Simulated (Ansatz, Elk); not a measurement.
**How far do independent atoms describe Sr3Al?**

The structure of Sr3Al used here is made up (a known structure type with other elements) and was relaxed beforehand with PBE. The aim is the Fourier transform of its all-electron density, F(hkl), set beside the sum over free spherical atoms that refinements use.

Main program and level: Elk 11.2.3 (patched build); DFT, PBE, all-electron APW+lo, Dirac cores, scalar-relativistic bands, static density, no spin.

This account leaves out most program logs.

The structure was built from a prototype and need not be the compound's stable phase.

## Step 1: The structure

Symmetry: Fm-3m, No. 225, cubic system. The conventional cell has a = 8.521 Å, b = 8.521 Å, c = 8.521 Å, α = 90.00°, β = 90.00°, γ = 90.00°. Nearest to Sr lie 4 Al at 3.69 Å and 4 Sr at 3.69 Å. Nearest to Sr lie 8 Sr at 3.69 Å. Nearest to Al lie 8 Sr at 3.69 Å. Farther neighbours are not listed.

## Step 2: Ground state and structure factors

An all-electron density is needed, since X-rays see the cores too. Task 0 finds the density and task 195 Fourier-transforms it; tshift is off so that phases refer to the origin typed.

File elk.in:

```
tasks
  0
  195

xctype
  20

spinpol
  .false.

rgkmax
  7.0

gmaxvr
  14.0

lmaxo
  7

lmaxapw
  8

swidth
  0.002

tshift
  .false.

ramdisk
  .false.

hmaxvr
  5.5

maxscl
  120

epspot
  1e-06

sppath
  './'

avec
  0.00000000000 8.05117815397 8.05117815397
  8.05117815397 0.00000000000 8.05117815397
  8.05117815397 8.05117815397 0.00000000000

atoms
  2
  'Sr.in'
  3
  0.7500000000 0.7500000000 0.7500000000   0.000000 0.000000 0.000000
  0.5000000000 0.5000000000 0.5000000000   0.000000 0.000000 0.000000
  0.2500000000 0.2500000000 0.2500000000   0.000000 0.000000 0.000000
  'Al.in'
  1
  0.0000000000 0.0000000000 0.0000000000   0.000000 0.000000 0.000000

ngridk
  5 5 5
```

Launch:

```sh
OMP_NUM_THREADS=4 elk
```

The job ended after 19 s (4 threads of Intel Xeon 6975P-C (Granite Rapids), shared host; peak memory 0.21 GiB; 32 s of CPU time).

SFACRHO.OUT:

```text

h k l indices transformed by vhmat matrix:
   1.000000000       0.000000000       0.000000000    
   0.000000000       1.000000000       0.000000000    
   0.000000000       0.000000000       1.000000000    

      h      k      l  multipl.   |H|            Re(F)            Im(F)           |F|

      0      0      0      1   0.0000000       127.00000      0.40937813E-15   127.00000    
      0      1      0      8  0.67585116      -23.071055      0.18145004E-13   23.071055    
      1      0      1      6  0.78040570      -22.785872     -0.73154022E-14   22.785872    
     -2     -1     -1     12   1.1036603       104.07530      0.14962726E-13   104.07530    
      1      0      2     24   1.2941564      -21.156737      0.10835892E-13   21.156737    
      0     -2      0      8   1.3517023      -21.002553      0.33239192E-13   21.002553    
      0     -2     -2      6   1.5608114       94.213198      0.14494920E-13   94.213198    
      2     -1      0     24   1.7008548      -19.278222     -0.72594101E-14   19.278222    
     -2     -1      1     24   1.7450402      -19.085442      0.30804901E-13   19.085442    
      1      1     -2     24   1.9115958       87.062749     -0.17551993E-13   87.062749    
      3      0      0      8   2.0275535      -17.828714      0.10846049E-13   17.828714    
     -3     -2      0     24   2.0275535      -17.895599     -0.14448403E-13   17.895599    
      2     -2      0     12   2.2073206       81.587300      0.16492721E-13   81.587300    
      1     -1      3     48   2.3084712      -16.809517      0.72776083E-14   16.809517    
     -1     -1     -4     24   2.3412171      -16.718893      0.17587008E-13   16.718893    
      0     -3     -3      6   2.3412171      -16.681456      0.17614853E-13   16.681456    
     -1     -4     -3     24   2.4678595       77.228134      0.22945168E-13   77.228134    
      0     -4     -1     24   2.5587312      -16.048431     -0.54316184E-13   16.048431
```

Elk indexes on the primitive cell of elk.in and gives |H| = 4π sin θ/λ in inverse bohr. Below, one row stands for each form hkl of the conventional cell (m members, Friedel mates merged), F is for one primitive cell and the density is static (no thermal factor). Free-atom factors are Waasmaier and Kirfel's, and R is Σm||F|−|F'||/Σm|F|.

```csv
hkl,m,sin θ/λ (Å⁻¹),"abs F, DFT",neutral atoms,diff.
111,8,0.102,23.071,23.185,-0.114
200,6,0.117,22.786,22.833,-0.047
220,12,0.166,104.075,104.146,-0.071
311,24,0.195,21.157,20.988,+0.168
222,8,0.203,21.003,20.752,+0.251
400,6,0.235,94.213,94.214,-0.001
331,24,0.256,19.278,19.244,+0.034
420,24,0.262,19.085,19.052,+0.034
422,24,0.287,87.063,87.088,-0.025
333,8,0.305,17.829,17.871,-0.043
511,24,0.305,17.896,17.871,+0.024
440,12,0.332,81.587,81.618,-0.031
531,48,0.347,16.809,16.829,-0.019
442,24,0.352,16.719,16.717,+0.002
600,6,0.352,16.681,16.717,-0.036
620,24,0.371,77.228,77.256,-0.028
533,24,0.385,16.048,16.032,+0.016
622,24,0.389,15.928,15.946,-0.018
```

## Step 3: The highest occupied states alone

An energy window below the Fermi level keeps the highest occupied states, to see at which angles they scatter; shallow core shells can lie inside it and anion s states outside. No new self-consistency is needed.

Changes to elk.in since step 2:

```diff
@@ -1,3 +1,2 @@
 tasks
-  0
   195
@@ -40,2 +39,5 @@
 
+wsfac
+  -0.389320 0.461920
+
 sppath
```

Launch:

```sh
OMP_NUM_THREADS=4 elk
```

It took 7.6 s on 4 threads; peak memory 0.16 GiB; 8.5 s of CPU time.

States within 15 eV below the Fermi level hold 9.00 electrons; any levels below the window count with the cores. Their amplitudes can exceed the total, where window and core parts have opposite phase:

```csv
hkl,sin θ/λ (Å⁻¹),"abs F, window","abs F, all"
111,0.102,1.302,23.071
200,0.117,1.103,22.786
220,0.166,0.252,104.075
311,0.195,0.048,21.157
222,0.203,0.093,21.003
400,0.235,0.138,94.213
331,0.256,0.108,19.278
420,0.262,0.128,19.085
422,0.287,0.090,87.063
333,0.305,0.091,17.829
```

## Step 4: Another functional

The difference from free atoms is small, so it is set against the change that LDA (Perdew-Wang) makes.

Changes to elk.in since step 3:

```diff
@@ -1,2 +1,3 @@
 tasks
+  0
   195
@@ -4,3 +5,3 @@
 xctype
-  20
+  3
 
@@ -39,5 +40,2 @@
 
-wsfac
-  -0.389320 0.461920
-
 sppath
```

Launch:

```sh
OMP_NUM_THREADS=4 elk
```

Wall time 13 s (4 threads); peak memory 0.19 GiB; 22 s of CPU time.

Against the first run R = 0.06 %; the largest change is -0.045 at 866.

## Step 5: Basis size

A smaller basis shows how fast F responds to it; the change is likely larger than the basis error of the first run, but doesn't show convergence.

Changes to elk.in since step 4:

```diff
@@ -5,3 +5,3 @@
 xctype
-  3
+  20
 
@@ -11,3 +11,3 @@
 rgkmax
-  7.0
+  5.5
```

Launch:

```sh
OMP_NUM_THREADS=4 elk
```

Wall time 17 s (4 threads); peak memory 0.21 GiB.

Against the first run R = 0.01 %; the largest change is +0.038 at 620.

## Step 6: A coarser k-mesh

About half the k-points along each axis test the sampling.

Changes to elk.in since step 5:

```diff
@@ -11,3 +11,3 @@
 rgkmax
-  5.5
+  7.0
 
@@ -60,2 +60,2 @@
 ngridk
-  5 5 5
+  2 2 2
```

Launch:

```sh
OMP_NUM_THREADS=4 elk
```

Elapsed: 16 s, on 4 threads; peak memory 0.23 GiB.

Against the first run R = 0.01 %; the largest change is +0.022 at 222.

## Step 7: Settings against the effect

```csv
run,R against the first run (%),"R against neutral atoms, low angle (%)",wall time
"PBE, rgkmax 7",0.00,0.18,19 s
LDA (Perdew-Wang),0.06,0.16,13 s
rgkmax 5.5,0.01,0.17,17 s
k-mesh 2×2×2,0.01,0.19,16 s
```

## Step 8: What came out

* R against neutral atoms, sin θ/λ < 0.3 Å⁻¹: 0.18 %
* R against neutral atoms, 0.3 to 0.82 Å⁻¹: 0.14 %

In words: Independent neutral atoms miss the calculated amplitudes by R = 0.18 % below 0.3 Å⁻¹ and 0.14 % from there to 0.82 Å⁻¹; by shells, 0.37 % below 0.15 Å⁻¹ (2 forms), 0.17 % 0.15 to 0.3 (7 forms), 0.07 % 0.3 to 0.45 (14 forms), 0.16 % above 0.45 (80 forms). Bonding, aspherical density and the tables' own atoms all enter these figures, and the runs don't part them. The largest change of an amplitude is +0.25 electrons, at 222. The window's part falls from 9.0 electrons at the origin to at most 0.07 between 0.45 and 0.82 Å⁻¹. Below 0.3 Å⁻¹ the changes that finished (LDA (Perdew-Wang), rgkmax 5.5 and k-mesh 2×2×2) move F by R = 0.04 % at most, against the 0.18 % that separates it from free atoms. Part of the difference isn't bonding: the tables are fits to free atoms and ions calculated by other methods than this functional. Thermal motion, anomalous dispersion and extinction are left out.

[Logs are printed without paths, hosts, clocks, repeated set-up lines and the standing remarks that a program may print on its own settings, such as how far it seeks lower states.]

[Hosts, paths, dates, database ids (printed as entryN), source tags and the programs' standing remarks are cut or masked in the printed files.]
